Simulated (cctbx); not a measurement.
# TiCr3Si3: precision against data quality

Space group Pnma (no. 62), a = 19.1840 Å, b = 3.6430 Å, c = 5.7760 Å, α = 90.00°, β = 90.00°, γ = 90.00°.

| atom | mult. | x | y | z | Ueq (Å²) |
| --- | --- | --- | --- | --- | --- |
| Cr1 | 4 | 0.8219 | 1/4 | 0.3858 | 0.0311 |
| Cr2 | 4 | 0.6768 | 1/4 | 0.5099 | 0.0303 |
| Cr3 | 4 | 0.5352 | 1/4 | 0.3067 | 0.0306 |
| Ti1 | 4 | 0.9103 | 1/4 | 0.0600 | 0.0313 |
| Si1 | 4 | 0.5502 | 3/4 | 0.0110 | 0.0372 |
| Si2 | 4 | 0.7299 | 3/4 | 0.2808 | 0.0334 |
| Si3 | 4 | 0.6465 | 1/4 | 0.1109 | 0.0385 |

The model was made for the exercise: a known structure type with other elements put in, its volume estimated, not relaxed; displacement parameters are assumed.

Five simulated data sets (cctbx; Mo Kα, λ = 0.71073 Å; 4 % proportional error) differ in resolution or exposure (noise floor 15 counts in the first three, 8 in the last two). Each is refined with the right model, isotropic at 1.1 Å and anisotropic otherwise. How do the figures of merit and the uncertainties move?

| d min (Å) | top counts | ⟨I/σ⟩ (unmerged, absences included) | unique | param. (scale apart) | Rint | R1 | GooF | largest s.u. xyz (fractional) | s.u. U of Si1 (Å²) | largest error (Å) |
| --- | --- | --- | --- | --- | --- | --- | --- | --- | --- | --- |
| 1.1 | 70000 | 13.3 | 195 | 21 | 0.034 | 0.0269 | 2.63 | 0.00066 | 0.0012 | 0.0050 |
| 0.84 | 70000 | 10.7 | 413 | 42 | 0.035 | 0.0142 | 0.96 | 0.00017 | 0.0005 | 0.0029 |
| 0.6 | 70000 | 6.1 | 1100 | 42 | 0.050 | 0.0236 | 0.95 | 0.00015 | 0.0004 | 0.0019 |
| 0.75 | 300 | 0.4 | 576 | 42 | 0.683 | 0.1384 | 0.90 | 0.00532 | 0.0191 | 0.0426 |
| 0.75 | 3000 | 2.1 | 576 | 42 | 0.179 | 0.0529 | 0.91 | 0.00080 | 0.0026 | 0.0071 |

GooF reaches 2.63 where the model lacks something that the data hold (anisotropy at the isotropic level, for one). The s.u. of U for Si1 goes 0.0012, 0.0005, 0.0004 Å² with resolution and 0.0191, 0.0026 Å² with exposure.

The 1.1 Å row also differs in its displacement model, so it isn't a clean test of resolution.

Hardware for the 0.6 Å refinement: 0.48 s on 1 thread of Arm Neoverse V2, with other jobs on the host, peak memory 0.09 GiB.
